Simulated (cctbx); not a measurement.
## Interatomic vectors of CoIN3O3

Space group P6_3mc (no. 186), a = 7.5340 Å, b = 7.5340 Å, c = 6.3620 Å, α = 90.00°, β = 90.00°, γ = 120.00°, content I2 Co2 O6 N6.

The data are simulated with cctbx, not measured: synchrotron X-rays, λ = 0.4959 Å, to d = 0.6 Å, 80 % of the full sphere, strongest reflection 40000 counts, noise from counting, a 6 % proportional error and a noise floor of 8 counts (s.d.); no absorption.

Patterson synthesis, origin scaled to 1000:

```text
Patterson group P 6/m m m
      u       v       w   height  length (A)
  0.000   0.000   0.000   1000.0     0.00
  0.333   0.667   0.500    475.7     5.39
  0.000   0.000   0.375    356.7     2.38
  0.333   0.667   0.125    172.9     4.42
  0.068   0.534   0.000     53.4     3.79
  0.131   0.262   0.500     47.6     3.61
  0.069   0.534   0.110     40.9     3.86
  0.196   0.391   0.385     27.1     3.54
  0.000   0.097   0.063     25.9     0.84
  0.000   0.000   0.128     24.9     0.82
  0.064   0.128   0.000     24.0     0.84
  0.048   0.095   0.089     22.9     0.84
  0.000   0.000   0.500     13.8     3.18
  0.333   0.667   0.378     11.8     4.97
```

**Question.** Which atom pairs make the peaks, and where is the heaviest atom?

A peak at u stands for all pairs with xi − xj = u, with weight Σ ZiZj against Σ Z² = 7754 at the origin. Peak heights follow these weights only roughly, since form factors, motion and series ripples differ, all vectors within 0.55 Å of a peak are counted as merged into it though the farther ones add only part of their weight, and F(000) is left out, which lowers the whole map:

| u | v | w | shortest length (Å) | height | 1000 ΣZiZj/ΣZ² | pairs in the cell |
| --- | --- | --- | --- | --- | --- | --- |
| 0.333 | 0.667 | 0.500 | 5.39 | 476 | 456 | 1 × I–I, 1 × Co–Co |
| 0.000 | 0.000 | 0.375 | 2.39 | 357 | 369 | 2 × I–Co |
| 0.333 | 0.667 | 0.125 | 4.42 | 173 | 185 | 1 × I–Co |
| 0.068 | 0.534 | 0.000 | 3.79 | 53 | 96 | 2 × I–N |
| 0.131 | 0.262 | 0.500 | 3.61 | 48 | 112 | 2 × I–N, 2 × O–O |

The table stops at ten peaks or at a height of 45, below which ripples compete. In the model behind the data I, the heaviest element, has 1 independent site: (1/3, 2/3, 0.1693), up to an allowed shift of origin; the I–I vectors are differences of these positions and their symmetry mates. The whole model:

| atom | mult. | x | y | z | Ueq (Å²) |
| --- | --- | --- | --- | --- | --- |
| I1 | 2 | 1/3 | 2/3 | 0.1693 | 0.0053 |
| Co1 | 2 | 1/3 | 2/3 | 0.7954 | 0.0068 |
| O1 | 6 | 0.7371 | 0.8686 | 0.5550 | 0.0078 |
| N1 | 6 | 0.5923 | 0.7962 | 0.6903 | 0.0095 |

The model is made up (kin elements in a known structure type, no relaxation), so it says nothing on whether the phase exists.

[Logs are printed without paths, hosts, clocks, repeated set-up lines and the standing remarks that a program may print on its own settings, such as how far it seeks lower states.]
